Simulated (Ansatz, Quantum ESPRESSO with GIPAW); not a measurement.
# From a field gradient to a quadrupolar line: 17O in C3H4O

A plane-wave PAW calculation (PBEsol, Ansatz) gives this electric field gradient, in 10²¹ V/m² and Cartesian axes, at one O site of C3H4O (atom 1; hydroxyl; site symmetry m):

```
     -4.9513        0.0000        5.0202
      0.0000       -5.3936        0.0000
      5.0202        0.0000       10.3449
```

17O has spin 5/2, Q = -0.02558 barn and |γ|/2π = 5.7742 MHz/T. The cell is the C2/m form of a database entry, atoms relaxed, static and at 0 K. The PAW files were made for PBE.

**Task.** Find C_Q, η_Q and ν_Q, and the shift and width of the central transition under fast MAS at 18.8 T and 20 T.

1. The tensor is symmetric and traceless. Its eigenvalues, ordered by size, are V_xx = -5.3936, V_yy = -6.4517 and V_zz = 11.8453.

2. η_Q = (V_xx − V_yy)/V_zz = 0.089.

3. C_Q = eQV_zz/h. One unit of 10²¹ V/m² with one barn gives 24.18 MHz, so C_Q = 24.18 × −0.02558 × 11.8453 = -7.327 MHz. A spectrum shows its size, not its sign.

4. ν_Q = 3C_Q/[2I(2I−1)] = 1.099 MHz in size, and P_Q = |C_Q|√(1 + η²/3) = 7.336 MHz.

5. The resonances lie at ν0 = 108.56 and 115.48 MHz, so ν_Q/ν0 is 0.010 at most and second order holds. The centre of gravity moves by δ_Q = −(3/40)(P_Q/ν0)² F × 10⁶ ppm, with F = [I(I+1) − 3/4]/[I²(2I−1)²] = 0.08: -27.4 ppm at 18.8 T and -24.2 ppm at 20 T.

6. Summing the second-order term over orientations gives a full width of 60.3 ppm (6.5 kHz) and 53.3 ppm (6.2 kHz). In ppm both fall as 1/B²: (18.8/20)² = 0.884. The spinning rate must pass the static width for this shape to show cleanly.

[Banner, clock, file and message-heading lines were taken out of the pw.x and gipaw.x logs.]

[Logs are printed without paths, hosts, clocks, repeated set-up lines and the standing remarks that a program may print on its own settings, such as how far it seeks lower states.]

[Hosts, paths, dates, database ids (printed as entryN), source tags and the programs' standing remarks are cut or masked in the printed files.]
